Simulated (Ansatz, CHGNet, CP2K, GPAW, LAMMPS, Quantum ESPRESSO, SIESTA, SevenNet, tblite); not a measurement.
**Other levels on amorphous Hg33S25Se8 (66 atoms)**

Density of this cell: 7.67 g/cm³. The cell holds 66 atoms: 33 Hg, 25 S and 8 Se. Its edges and angles: a = 12.034 Å, b = 12.034 Å, c = 12.034 Å, α = 90.0°, β = 90.0°, γ = 90.0°. 66 atoms (33 Hg, 25 S, 8 Se) placed at random at 7.67 g/cm³, melted at 2500 K for 10 ps at fixed volume with the Stillinger-Weber II-VI potential (Zhou et al., Phys. Rev. B 88, 085309 (2013)). Quenched from 2500 K to 500 K at 10 K/ps and fixed volume, held 5 ps, then minimised at fixed cell.

Geometry: as built.

The reference, a calculation:

```
method                 : Kohn-Sham DFT, PBE, SSSP efficiency 1.3.0 pseudopotentials, plane waves (Quantum ESPRESSO 7.5); sssp-pbe-1.3.0-efficiency, cutoffs 45/360 Ry, Γ point
r.m.s. force component : 0.3776 eV/Å
longest force          : 1.337 eV/Å
pressure               : -1.074 GPa
time                   : 6.6 min on 4 MPI ranks of Arm Neoverse V2, shared host
CPU time               : 27 min
```

Runs, in no order:
A. CP2K PBE, DZVP-MOLOPT-SR, 600/50 Ry, diagonalisation: Kohn-Sham DFT, PBE, GTH-PBE pseudopotentials, Gaussian and plane waves, DZVP-MOLOPT-SR-GTH, diagonalisation
B. SevenNet l3i5 potential: machine-learned interatomic potential SevenNet l3i5, trained on PBE(+U) plane-wave data
C. GPAW PBE, LCAO dzp, h 0.2 Å: Kohn-Sham DFT, PBE, PAW, atomic orbitals (dzp)
D. SIESTA revPBE, PBE potentials, DZP, shift 0.01 Ry, mesh 300 Ry: Kohn-Sham DFT, revPBE, PseudoDojo 0.4.1 norm-conserving pseudopotentials (converted to PSML), numerical atomic orbitals (DZP), diagonalisation

**Question.** Rank the runs by how far their forces lie from the reference's, least first.

A, C, B, D.

| run | Δ force, r.m.s. (meV/Å) | share of r.m.s. force (%) | CPU time |
| --- | --- | --- | --- |
| A. CP2K PBE, DZVP-MOLOPT-SR, 600/50 Ry, diagonalisation | 28.4 | 7.51 | 6.6 min |
| C. GPAW PBE, LCAO dzp, h 0.2 Å | 56.1 | 14.8 | 3.8 min |
| B. SevenNet l3i5 potential | 126 | 33.3 | 6.7 s |
| D. SIESTA revPBE, PBE potentials, DZP, shift 0.01 Ry, mesh 300 Ry | 178 | 47.0 | 2.2 min |

Machine-learned potentials mimic data converged in k, so the reference's own k-point error enters their differences. The network of bonds at the start is that of the classical potential that made the cell, and needn't be the one that DFT or experiment would give. The electronic-structure runs sample only Γ, in a cell whose shortest periodic width is 12 Å, which is coarse for a cell with partly filled levels.

[Logs are printed without paths, hosts, clocks, repeated set-up lines and the standing remarks that a program may print on its own settings, such as how far it seeks lower states.]

[Hosts, paths, dates, database ids (printed as entryN), source tags and the programs' standing remarks are cut or masked in the printed files.]
